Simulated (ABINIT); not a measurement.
**A GW chain in ABINIT: GaP (F-43m)**

Wanted: ground state, empty states, screening and self-energy for GaP (F-43m).

Main program and level: ABINIT 10.8.3; PBE and many-body steps on it, plane waves.

**What was measured.**

- Gap 2.25 ± 0.04 eV: optical gap from Tauc plot (fundamental, indirect); spectroscopic ellipsometry, Tauc-Lorentz fit and Tauc plot; 300 K; film (GaP layer on Si reference sample) on Si (“Assessment of GaPSb/Si tandem material association properties for photoelectrochemical cells”, 2020, arxiv:2002.02774).

Report form: the programs' logs are mostly left out.

## 1. The structure

Symmetry: F-43m, No. 216, cubic system. Conventional cell: a = 5.450 Å, b = 5.450 Å, c = 5.450 Å, α = 90.00°, β = 90.00°, γ = 90.00°. Ga has 4 P at 2.36 Å nearest. P has 4 Ga at 2.36 Å nearest. Farther neighbours are not listed.

The cell and positions come from the Crystallography Open Database and are kept as given unless a step says otherwise.

## 2. Ground state

This step: ABINIT 10.8.3; DFT, PBE, plane waves, norm-conserving pseudopotentials.

The ground-state density comes first.

Input file run.abi:

```
acell 3*1.0 Angstrom
rprim 
  0.000000000000 2.725250000000 2.725250000000
  2.725250000000 0.000000000000 2.725250000000
  2.725250000000 2.725250000000 0.000000000000
ntypat 2
znucl 31 15
natom 2
typat 1 2
xred 
  0.000000000000 0.000000000000 0.000000000000
  0.250000000000 0.250000000000 0.250000000000
pp_dirpath "pseudos"
pseudos "Ga.upf, P.upf"
ecut 45
ngkpt 6 6 6
nshiftk 1
shiftk 0 0 0
kptopt 1
chksymbreak 0
nband 18
occopt 1
tolvrs 1e-10
nstep 60
prtwf 0
optforces 0
optstress 0
indata_prefix "in"
outdata_prefix "out"
tmpdata_prefix "tmp"
```

Command:

```console
$ OMP_NUM_THREADS=1 mpirun -n 4 abinit run.abi > log
```

It took 13 s on 4 MPI ranks of Intel Xeon Platinum 8559C (Emerald Rapids), shared host; peak memory 0.36 GiB.

Numbers from this step:

```
total energy               : -6946.1481 eV
gap                        : 1.653 eV
k of the valence top       : 0, 0, 0
k of the conduction bottom : 0.5, 0.5, 0
least direct gap           : 1.809 eV
```

The gap is indirect, with the least direct gap 0.16 eV higher.

## 3. Bands along the symmetry lines

Levels along a band path, at the cheap level, show where the edges lie and whether the meshes to come will hold them.

Input file run.abi:

```
acell 3*1.0 Angstrom
rprim 
  0.000000000000 2.725250000000 2.725250000000
  2.725250000000 0.000000000000 2.725250000000
  2.725250000000 2.725250000000 0.000000000000
ntypat 2
znucl 31 15
natom 2
typat 1 2
xred 
  0.000000000000 0.000000000000 0.000000000000
  0.250000000000 0.250000000000 0.250000000000
pp_dirpath "pseudos"
pseudos "Ga.upf, P.upf"
ecut 45
iscf -2
irdden 1
kptopt 0
nkpt 50
kpt 
  0.00000000 0.00000000 0.00000000
  -0.06250000 -0.06250000 0.00000000
  -0.12500000 -0.12500000 0.00000000
  -0.18750000 -0.18750000 0.00000000
  -0.25000000 -0.25000000 0.00000000
  -0.31250000 -0.31250000 0.00000000
  -0.37500000 -0.37500000 0.00000000
  -0.43750000 -0.43750000 0.00000000
  -0.50000000 -0.50000000 0.00000000
  -0.48437500 -0.48437500 0.03125000
  -0.46875000 -0.46875000 0.06250000
  -0.45312500 -0.45312500 0.09375000
  -0.43750000 -0.43750000 0.12500000
  -0.42187500 -0.42187500 0.15625000
  -0.40625000 -0.40625000 0.18750000
  -0.39062500 -0.39062500 0.21875000
  -0.37500000 -0.37500000 0.25000000
  -0.37500000 0.00000000 0.37500000
  -0.32812500 0.00000000 0.32812500
  -0.28125000 0.00000000 0.28125000
  -0.23437500 0.00000000 0.23437500
  -0.18750000 0.00000000 0.18750000
  -0.14062500 0.00000000 0.14062500
  -0.09375000 0.00000000 0.09375000
  -0.04687500 0.00000000 0.04687500
  0.00000000 0.00000000 0.00000000
  0.00000000 0.00000000 0.06250000
  0.00000000 0.00000000 0.12500000
  0.00000000 0.00000000 0.18750000
  0.00000000 0.00000000 0.25000000
  0.00000000 0.00000000 0.31250000
  0.00000000 0.00000000 0.37500000
  0.00000000 0.00000000 0.43750000
  -0.00000000 -0.00000000 0.50000000
  -0.06250000 -0.03125000 0.46875000
  -0.12500000 -0.06250000 0.43750000
  -0.18750000 -0.09375000 0.40625000
  -0.25000000 -0.12500000 0.37500000
  -0.31250000 -0.15625000 0.34375000
  -0.37500000 -0.18750000 0.31250000
  -0.43750000 -0.21875000 0.28125000
  -0.50000000 -0.25000000 0.25000000
  -0.50000000 -0.28125000 0.21875000
  -0.50000000 -0.31250000 0.18750000
  -0.50000000 -0.34375000 0.15625000
  -0.50000000 -0.37500000 0.12500000
  -0.50000000 -0.40625000 0.09375000
  -0.50000000 -0.43750000 0.06250000
  -0.50000000 -0.46875000 0.03125000
  -0.50000000 -0.50000000 0.00000000
istwfk *1
nband 20
nbdbuf 2
tolwfr 1e-08
nstep 40
prtwf 0
prtvol 0
indata_prefix "in"
outdata_prefix "out"
tmpdata_prefix "tmp"
```

Wall time 17 s (4 MPI ranks); peak memory 0.35 GiB.

This step gave:

```
gap                        : 1.592 eV
k of the valence top       : 0, 0, 0
k of the conduction bottom : -0.4375, -0.4375, 0
least direct gap           : 1.809 eV
```

The gap is 1.592 eV, −0.061 eV from the run before at this level.

The electronic bands at the labelled points (eV, zero at the top of the highest filled band):

| point | band 10 | band 11 | band 12 | band 13 | band 14 | band 15 | band 16 | band 17 |
| --- | --- | --- | --- | --- | --- | --- | --- | --- |
| Γ | -12.50 | 0.00 | 0.00 | 0.00 | 1.81 | 3.88 | 3.88 | 3.88 |
| halfway | -11.46 | -3.68 | -1.68 | -1.68 | 2.18 | 3.72 | 6.74 | 6.74 |
| X | -9.53 | -6.76 | -2.68 | -2.68 | 1.65 | 1.82 | 10.57 | 10.57 |
| halfway | -9.51 | -6.71 | -3.24 | -2.57 | 1.84 | 2.75 | 9.51 | 9.66 |
| U | -9.57 | -6.55 | -3.94 | -2.26 | 2.19 | 4.80 | 8.23 | 8.25 |
| jump to K | -9.57 | -6.55 | -3.94 | -2.26 | 2.19 | 4.80 | 8.23 | 8.25 |
| halfway | -11.36 | -4.25 | -2.45 | -0.67 | 3.28 | 4.99 | 5.00 | 5.86 |
| Γ | -12.50 | 0.00 | 0.00 | 0.00 | 1.81 | 3.88 | 3.88 | 3.88 |
| halfway | -11.72 | -3.88 | -0.66 | -0.66 | 2.15 | 4.74 | 4.74 | 6.34 |
| L | -10.43 | -6.64 | -1.12 | -1.12 | 1.66 | 4.72 | 4.72 | 8.28 |
| halfway | -10.03 | -6.42 | -3.20 | -1.94 | 3.45 | 4.30 | 6.45 | 7.91 |
| W | -9.44 | -6.56 | -3.58 | -3.42 | 4.70 | 4.86 | 6.10 | 6.15 |
| halfway | -9.49 | -6.67 | -3.17 | -3.09 | 2.77 | 2.94 | 8.49 | 8.58 |
| X | -9.53 | -6.76 | -2.68 | -2.68 | 1.65 | 1.82 | 10.57 | 10.57 |

## 4. Empty states on the mesh, 4×4×4 mesh, 84 bands

The sums over transitions need many empty states on a uniform mesh; this step solves for them.

Input file run.abi:

```
acell 3*1.0 Angstrom
rprim 
  0.000000000000 2.725250000000 2.725250000000
  2.725250000000 0.000000000000 2.725250000000
  2.725250000000 2.725250000000 0.000000000000
ntypat 2
znucl 31 15
natom 2
typat 1 2
xred 
  0.000000000000 0.000000000000 0.000000000000
  0.250000000000 0.250000000000 0.250000000000
pp_dirpath "pseudos"
pseudos "Ga.upf, P.upf"
ecut 45
ngkpt 4 4 4
nshiftk 1
shiftk 0 0 0
kptopt 1
chksymbreak 0
iscf -2
irdden 1
istwfk *1
nband 84
nbdbuf 6
tolwfr 1e-09
nstep 60
prtvol 0
indata_prefix "in"
outdata_prefix "out"
tmpdata_prefix "tmp"
```

Wall time 18 s (4 MPI ranks); peak memory 0.34 GiB; 71 s of CPU time.

This step gave:

| Quantity | Value |
| --- | --- |
| gap | 1.653 eV |
| k of the valence top | 0, 0, 0 |
| k of the conduction bottom | 0.5, 0.5, 0 |
| least direct gap | 1.809 eV |
| k points computed | 8 |
| lowest point of the top converged band, above the valence top | 68.0696 eV |

On this mesh the gap is 1.653 eV.

## 5. Screening, 4×4×4 mesh, 78 bands, screening to 136.1 eV

The RPA dielectric matrix is built and inverted for each q.

This step: RPA screening on PBE, plane waves, norm-conserving pseudopotentials.

run.abi, as its differences from that of step 4:

```diff
@@ -20,10 +20,11 @@
 chksymbreak 0
-iscf -2
-irdden 1
 istwfk *1
-nband 84
-nbdbuf 6
-tolwfr 1e-09
-nstep 60
-prtvol 0
+occopt 1
+irdwfk 1
+optdriver 3
+nband 78
+ecuteps 5
+inclvkb 2
+awtr 1
+symchi 1
 indata_prefix "in"
```

Wall time 17 s (4 MPI ranks); peak memory 0.81 GiB.

Numbers from this step:

```
ε∞ with local fields, on this mesh, along the program's q direction : 18.11
the same without local fields                                       : 19.71
plasma frequency                                                    : 29.76 eV
plane waves in the screening matrix                                 : 137
```

Local fields lower ε∞ by 8 %. On a Γ-centred mesh this coarse the value itself is usually too large, while a short band sum pulls it down.

## 6. Self-energy, 4×4×4 mesh, 78 bands, screening to 136.1 eV

The self-energy is evaluated for the states that the input lists, and the levels follow from it, in one-shot runs by the linearised quasiparticle equation.

This step: G0W0 on PBE, plane waves, norm-conserving pseudopotentials.

run.abi, as its differences from that of step 5:

```diff
@@ -23,8 +23,17 @@
 irdwfk 1
-optdriver 3
+optdriver 4
 nband 78
+gwcalctyp 0
+ecutsigx 45
+symsigma 1
+nkptgw 2
+kptgw 
+  0.0000000000 0.0000000000 0.0000000000
+  0.5000000000 0.5000000000 0.0000000000
+bdgw 
+  11 17
+  12 15
 ecuteps 5
-inclvkb 2
-awtr 1
-symchi 1
+irdscr 1
+ppmodel 1
 indata_prefix "in"
```

The job ended after 5.2 s (4 MPI ranks; peak memory 0.71 GiB; 20 s of CPU time).

Numbers from this step:

* G0W0 gap on the points computed: 2.174 eV
* starting gap on the mesh: 1.653 eV
* k of the valence top: 0, 0, 0
* k of the conduction bottom: 0.5, 0.5, 0
* Z at the valence top: 0.784
* Z at the conduction bottom: 0.808
* least direct G0W0 gap on the computed points: 2.680 eV

The gap on the mesh goes from 1.65 eV to 2.17 eV, a correction of +0.52 eV.

Limits: finite bands, cutoff and mesh; no spin-orbit coupling; coarse k mesh. v1 is the top filled band, c1 the lowest empty one. Levels before and after the correction, in eV, zero at the valence-band top of each column:

|  | conduction bottom | valence top |
| --- | --- | --- |
| Kohn-Sham | 1.65 | 0.00 |
| G0W0 | 2.17 | 0.00 |

|  | level | energy (eV) |
| --- | --- | --- |
| Kohn-Sham | Γ v3-v1 | 0.000 |
| Kohn-Sham | Γ c1 | 1.809 |
| Kohn-Sham | Γ c2-c4 | 3.885 |
| Kohn-Sham | (0.5 0.5 0) v2-v1 | -2.685 |
| Kohn-Sham | (0.5 0.5 0) c1 | 1.653 |
| Kohn-Sham | (0.5 0.5 0) c2 | 1.820 |
| G0W0 | Γ v3-v1 | 0.000 |
| G0W0 | Γ c1 | 2.680 |
| G0W0 | Γ c2-c4 | 4.751 |
| G0W0 | (0.5 0.5 0) v2-v1 | -2.817 |
| G0W0 | (0.5 0.5 0) c1 | 2.174 |
| G0W0 | (0.5 0.5 0) c2 | 2.491 |

## 7. Where the time went

Times are wall times on 4 MPI ranks of Intel Xeon Platinum 8559C (Emerald Rapids), shared host, good to a factor of about two.

| step | time | share | memory (GiB) |
| --- | --- | --- | --- |
| ground state | 13 s | 18 % | 0.36 |
| bands along the symmetry lines | 17 s | 24 % | 0.35 |
| empty states on the mesh | 18 s | 26 % | 0.34 |
| screening | 17 s | 24 % | 0.81 |
| self-energy | 5.2 s | 7 % | 0.71 |

## 8. What came out

| Quantity | Value |
| --- | --- |
| PBE gap | 1.59 eV, indirect |
| G0W0 gap on the mesh | 2.17 eV |
| G0W0 gap over the zone (rigid shift) | 2.11 eV |
| GW settings | 4×4×4 mesh, 78 bands, screening to 136.1 eV, Godby-Needs plasmon pole |
| known limits | not at the basis limit; no spin-orbit coupling; coarse k mesh |

G0W0 moves the gap on the mesh from 1.65 eV to 2.17 eV (+0.52 eV), with Z of 0.78 and 0.81 at the edges. The mesh misses the band edges by 0.06 eV in all; a rigid shift gives 2.11 eV for the zone. Local fields lower the RPA ε∞ on this mesh from 19.71 to 18.11; a Γ-centred mesh this coarse tends to raise both, most where the direct gap is narrow, while a short band sum lowers them. Only 2 of the mesh's irreducible points were corrected, so a valley elsewhere could overtake. Against experiment, by G0W0@PBE: the gap of 2.11 eV lies −0.14 eV from the measured 2.25 ± 0.04 eV (indirect, 300 K, on Si, 2020). The calculation has static nuclei and no excitons; a measured gap holds zero-point and thermal motion, which mostly lowers it. Bands and cutoff are finite, so the gap is not at the basis limit. The miss can reach some tenths of an eV and take either sign; the mesh is an error of its own. In the G0W0 run levels were corrected at 2 k points alone, so a gap called «on the mesh» is the least over those, and an edge elsewhere would be missed. A denser mesh or path gives a starting gap of 1.59 eV: the GW mesh misses a band edge, so its gaps are not the fundamental one. The 4×4×4 mesh is coarse for this cell, which bears on the long-range parts of exchange and screening. The many-body steps are scalar-relativistic: spin-orbit coupling is not in them.

[Paths, hosts, dates, memory and timing lines, banners, echoed tables and standing remarks are left out of the program output.]

[Logs are printed without paths, hosts, clocks, repeated set-up lines and the standing remarks that a program may print on its own settings, such as how far it seeks lower states.]

[Runs of the session that timed out or met a known fault of the program may be left out.]

[Hosts, paths, dates, database ids (printed as entryN), source tags and the programs' standing remarks are cut or masked in the printed files.]

[G0W0 gaps are taken among the corrected bands and points alone; a level outside them can change the order at an edge.]

[Where Ansatz stands beside ABINIT at settings called matched, ABINIT's density can come from a denser mesh and the files from another edition; pairs whose starting gaps differed by over 0.03 eV were left out, so agreement reads better than it is.]
